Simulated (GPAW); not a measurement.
# How the form of the self-energy moves the gap of NbInO4 (P2/c), part 2 of 2

Aim: compare treatments of exchange, screening and correlation for the gap of NbInO4 (P2/c).

GPAW 26.7.0; LDA and many-body steps on it, plane waves. Known limits of the many-body steps: not at the basis limit; no spin-orbit coupling; coarse k mesh.

So far. Step 2 (Empty states on the mesh, 4×2×4 mesh, 335 bands): On this mesh the gap is 3.239 eV. Step 3 (G0W0, Godby-Needs plasmon pole): The gap on the mesh goes from 3.24 eV to 5.21 eV, a correction of +1.97 eV.

**5. G0W0, extrapolated in the cutoff**

This step: G0W0 on LDA, plane waves, PAW.

Input file run.py:

```python
import json
import numpy as np
from gpaw.mpi import world
from gpaw.response.g0w0 import G0W0

gw = G0W0('full.gpw',
    filename='gw',
    kpts=[0, 3, 6, 9],
    bands=(48, 52),
    ecut=100.0,
    integrate_gamma='WS',
    ppa=True,
    ecut_extrapolation=True)
gw.calculate()
res = {mode: {k: v for k, v in r.items() if k != 'sigma_eskwn'}
       for mode, r in gw.all_results.items()}

if world.rank == 0:
    with open('result.json', 'w') as f:
        json.dump(res, f, default=lambda x: x.tolist())
```

On the command line:

```
$ mpirun -n 4 gpaw python run.py
```

Numbers of over 12 decimals in the logs are rounded to 6 here.

The log of the run:

```text
Using integrator: PointIntegrator
FrequencyGridDescriptor(from 0.000+0.000j to 0.000+27.211j eV, 2 points)
Nonperiodic BCs:  [False False False]
Using integrator: PointIntegrator
FrequencyGridDescriptor(from 0.000+0.000j to 0.000+27.211j eV, 2 points)
Nonperiodic BCs:  [False False False]
  ___  _ _ _
 |   || | | |
 | | || | | |
 |__ ||_____|
 |___|

BZ k-points: Symmetries present (total): 2

  [... matrices ...]
32 k-points: 4 x 2 x 4 Monkhorst-Pack grid + [1/8,1/4,1/8]
20 k-points in the irreducible part of the Brillouin zone
       k-points in crystal coordinates                weights
   0:     0.00000000    0.00000000    0.00000000          1/32
   1:     0.00000000    0.00000000    0.25000000          2/32
   2:     0.00000000    0.00000000    0.50000000          1/32
[...]
9:     0.25000000    0.00000000    0.50000000          2/32
          ...
  19:     0.50000000    0.50000000    0.50000000          1/32

Distributing spins, k-points and bands (1 x 4 x 4) over 4 processes
Number of blocks: 1

Quasi particle states:
k-points (IBZ indices): [0, 3, 6, 9]
Band range: (48, 52)
  [... matrices ...]
Computational parameters:
Extrapolating to infinite plane wave cut-off using points at:
  86.177 eV
  92.448 eV
  100.000 eV
Number of bands: 325
Coulomb cutoff: None
Broadening: 0.1 eV

fxc modes: GW
Kernel: RPA
Using Godby-Needs plasmon-pole approximation:
  Fitting energy: i*E0, E0 = 1.000 Hartree
Summing all q:

Calculating screened Coulomb potential
No Coulomb truncation
FrequencyGridDescriptor(from 0.000+0.000j to 0.000+27.211j eV, 2 points)
Removing empty qpoint cache files...

Calculating chi0 body with:
    Ground state adapter containing:
    Number of spins: 1
    Number of kpoints: 32
    Number of irreducible kpoints: 20
[...]
Symmetries of q_c:
    Direct symmetries (Uq -> q): 2
    Indirect symmetries (TUq -> q): 0
In total 2 allowed symmetries.

  [... matrices ...]
20 groups of equivalent kpoints. 37.5% reduction.

Integral kind: response function wings

Calculating chi0 body with:
    Ground state adapter containing:
    Number of spins: 1
    Number of kpoints: 32
    Number of irreducible kpoints: 20
    Number of completely occupied states: 50
    Number of partially occupied states: 50
    Occupied states memory: 22.430419921875 M / cpu

[... the further q-points ...]
Extrapolating selfenergy to infinite energy cutoff:
  Performing linear fit to 3 points
  Minimum R^2 = 0.9776. (R^2 Should be close to 1)
  [... matrices ...]
Results:
f:      Occupation numbers
eps:     KS-eigenvalues [eV]
vxc:     KS vxc [eV]
exx:     Exact exchange [eV]
sigma:   Self-energies [eV]
dsigma:  Self-energy derivatives
Z:       Renormalization factors
qp:      QP-energies [eV]

k-point 0 (0): (0.000, 0.000, 0.000)                GW
band       f     eps     vxc     exx   sigma  dsigma       Z      qp
                                                                   GW
  48   1.000   4.957 -20.875 -25.784   4.311  -0.307   0.765   4.499
  49   1.000   4.994 -20.841 -25.920   4.452  -0.312   0.762   4.516
  50   0.000   8.619 -19.519 -13.612  -4.092  -0.237   0.808  10.086
[...]
k-point 1 (3): (0.000, 0.500, 0.000)                GW
band       f     eps     vxc     exx   sigma  dsigma       Z      qp
                                                                   GW
[...]
k-point 2 (6): (0.250, 0.000, -0.250)                GW
band       f     eps     vxc     exx   sigma  dsigma       Z      qp
                                                                   GW
[...]
k-point 3 (9): (0.250, 0.000, 0.500)                GW
band       f     eps     vxc     exx   sigma  dsigma       Z      qp
                                                                   GW
[...]
50   0.000   8.371 -19.266 -13.288  -4.220  -0.230   0.813   9.800
  51   0.000   9.012 -20.151 -13.928  -4.327  -0.242   0.805  10.537
```

Elapsed: 11 min, on 4 MPI ranks of AMD EPYC 9R45, shared host; peak memory 3.1 GiB.

Numbers from this step:

| Item | Value |
| --- | --- |
| quasiparticle gap on the mesh | 5.105 eV |
| least direct quasiparticle gap on the computed points | 5.302 eV |
| Z at the valence top | 0.7656 |
| Z at the conduction bottom | 0.8130 |
| starting gap on the mesh | 3.239 eV |
| k of the valence top | 0.25, 0, -0.25 |
| k of the conduction bottom | 0.25, 0, 0.5 |
| gaps at the cutoffs of the extrapolation | 5.120, 5.119, 5.117 eV |

Against G0W0 in GPAW (4×2×4 mesh, 151 bands, screening to 60 eV, Godby-Needs plasmon pole), the gap moves by −0.101 eV.

**6. One-shot PBE0**

This step: one-shot PBE0 levels on LDA orbitals, plane waves, PAW.

Input file run.py:

```python
import json
import numpy as np
from gpaw.mpi import world
from gpaw.hybrids.eigenvalues import non_self_consistent_eigenvalues

dft, vxc, vxc_hyb = non_self_consistent_eigenvalues('full.gpw', 'PBE0', 48, 52, kpt_indices=[0, 3, 6, 9])
res = {'dft': dft[0], 'hybrid': (dft - vxc + vxc_hyb)[0]}
if world.rank == 0:
    with open('hybrid.txt', 'w') as f:
        for k, e0, e1 in zip([0, 3, 6, 9], res['dft'], res['hybrid']):
            print(k, ' '.join(f'{x:9.4f}' for x in e0), '|', ' '.join(f'{x:9.4f}' for x in e1), file=f)

if world.rank == 0:
    with open('result.json', 'w') as f:
        json.dump(res, f, default=lambda x: x.tolist())
```

On the command line:

```
$ mpirun -n 4 gpaw python run.py
```

The log of the run:

```text
IBZ(<points: 20, symmetries: 2>)
Occupied bands: 50
Transforming wave functions from IBZ to BZ: 0.028 seconds
Distributing wave functions and iFFT-ing to real space: 0.264 seconds
Calculating eigenvalues:
  k-points: 4
  Bands: 48-51 (inclusive)
  Seconds: 5.377 (wave-function broadcasting: 0.025 seconds)
HSE06-eigenvalue shifts:
  min: -1.515 eV
  ave: -0.034 eV
  max: 1.486 eV
```

Elapsed: 8.2 s, on 4 MPI ranks; peak memory 2.2 GiB; 32 s of CPU time.

Numbers from this step:

```yaml
starting_gap_on_the_mesh: 3.239 eV
hybrid_gap_on_the_mesh: 6.094 eV
least_direct_hybrid_gap_on_the_computed_points: 6.276 eV
```

**7. G0W0, full frequency, Hilbert transform**

This step: G0W0 on LDA, plane waves, PAW.

Input file run.py:

```python
import json
import numpy as np
from gpaw.mpi import world
from gpaw.response.g0w0 import G0W0

gw = G0W0('full.gpw',
    filename='gw',
    kpts=[0, 3, 6, 9],
    bands=(48, 52),
    ecut=60,
    nbands=151,
    integrate_gamma='WS',
    frequencies={'type': 'nonlinear', 'domega0': 0.1, 'omega2': 15.0},
    eta=0.1,
    nblocksmax=True)
gw.calculate()
res = {mode: {k: v for k, v in r.items() if k != 'sigma_eskwn'}
       for mode, r in gw.all_results.items()}

if world.rank == 0:
    with open('result.json', 'w') as f:
        json.dump(res, f, default=lambda x: x.tolist())
```

On the command line:

```
$ mpirun -n 4 gpaw python run.py
```

The log of the run:

```text
Using integrator: PointIntegrator
NonLinearFrequencyDescriptor(from 0.000 to 96.075 eV, 264 points)
Nonperiodic BCs:  [False False False]
Using integrator: PointIntegrator
NonLinearFrequencyDescriptor(from 0.000 to 96.075 eV, 264 points)
Nonperiodic BCs:  [False False False]
  ___  _ _ _
 |   || | | |
 | | || | | |
 |__ ||_____|
 |___|

BZ k-points: Symmetries present (total): 2

  [... matrices ...]
32 k-points: 4 x 2 x 4 Monkhorst-Pack grid + [1/8,1/4,1/8]
20 k-points in the irreducible part of the Brillouin zone
       k-points in crystal coordinates                weights
[...]
GW
[...]
k-point 2 (6): (0.250, 0.000, -0.250)                GW
band       f     eps     vxc     exx   sigma  dsigma       Z      qp
                                                                   GW
[...]
k-point 3 (9): (0.250, 0.000, 0.500)                GW
band       f     eps     vxc     exx   sigma  dsigma       Z      qp
                                                                   GW
[...]
50   0.000   8.371 -19.266 -13.288  -3.474  -0.259   0.794  10.359
  51   0.000   9.012 -20.151 -13.928  -3.633  -0.283   0.780  11.031
```

The job ended after 3.2 min (4 MPI ranks; peak memory 3.1 GiB; 13 min of CPU time).

This step gave:

```
G0W0 gap on the mesh                         : 5.142 eV
least direct G0W0 gap on the computed points : 5.320 eV
starting gap on the mesh                     : 3.239 eV
k of the valence top                         : 0.25, 0, -0.25
k of the conduction bottom                   : 0.25, 0, 0.5
```

Against G0W0 in GPAW (4×2×4 mesh, 151 bands, screening to 60 eV, Godby-Needs plasmon pole), the gap moves by −0.064 eV.

**8. The runs together**

Times are wall times on 4 MPI ranks of AMD EPYC 9R45, shared host, good to a factor of about two.

```
                                    run   mesh  bands  screening cutoff (eV)  DFT gap (eV)  gap on the mesh (eV)  direct (eV)     time
         G0W0, Godby-Needs plasmon pole  4×2×4    151                     60         3.239                 5.206        5.394  2.7 min
                         one-shot HSE06  4×2×4      -                      -         3.239                 5.377        5.557     10 s
       G0W0, extrapolated in the cutoff  4×2×4      -                    100         3.239                 5.105        5.302   11 min
                          one-shot PBE0  4×2×4      -                      -         3.239                 6.094        6.276    8.2 s
G0W0, full frequency, Hilbert transform  4×2×4    151                     60         3.239                 5.142        5.320  3.2 min
```

**9. Summary of results**

```
G0W0, Godby-Needs plasmon pole          : 5.206 eV
one-shot HSE06                          : 5.377 eV
G0W0, extrapolated in the cutoff        : 5.105 eV
one-shot PBE0                           : 6.094 eV
G0W0, full frequency, Hilbert transform : 5.142 eV
known limits                            : not at the basis limit; no spin-orbit coupling; coarse k mesh
```

In words: One-shot HSE06: +0.171 eV against G0W0, Godby-Needs plasmon pole. G0W0, extrapolated in the cutoff: −0.101 eV against G0W0, Godby-Needs plasmon pole, at other bands or cutoff, so not like for like. One-shot PBE0: +0.888 eV against G0W0, Godby-Needs plasmon pole. G0W0, full frequency, Hilbert transform: −0.064 eV against G0W0, Godby-Needs plasmon pole. One-shot hybrid levels are evaluated on the LDA orbitals. Against experiment, by G0W0, Godby-Needs plasmon pole: the direct gap of 5.39 eV lies +0.69 eV from the measured 4.7 eV (electronic, 300 K, 2024). These are gaps on the mesh, at modest bands and cutoff. The calculation has static nuclei and no excitons; a measured gap holds zero-point and thermal motion, which mostly lowers it. Bands and cutoff are finite, so the gap is not at the basis limit. The miss can reach some tenths of an eV and take either sign; the mesh is an error of its own. These stock PAW sets were not made for GW. The 4×2×4 mesh is coarse for this cell, which bears on the long-range parts of exchange and screening. The many-body steps are scalar-relativistic: spin-orbit coupling is not in them.

[Paths, hosts, dates, memory and timing lines, banners, echoed tables and standing remarks are left out of the program output.]

[Logs are printed without paths, hosts, clocks, repeated set-up lines and the standing remarks that a program may print on its own settings, such as how far it seeks lower states.]

[Runs of the session that timed out or met a known fault of the program may be left out.]

[Hosts, paths, dates, database ids (printed as entryN), source tags and the programs' standing remarks are cut or masked in the printed files.]
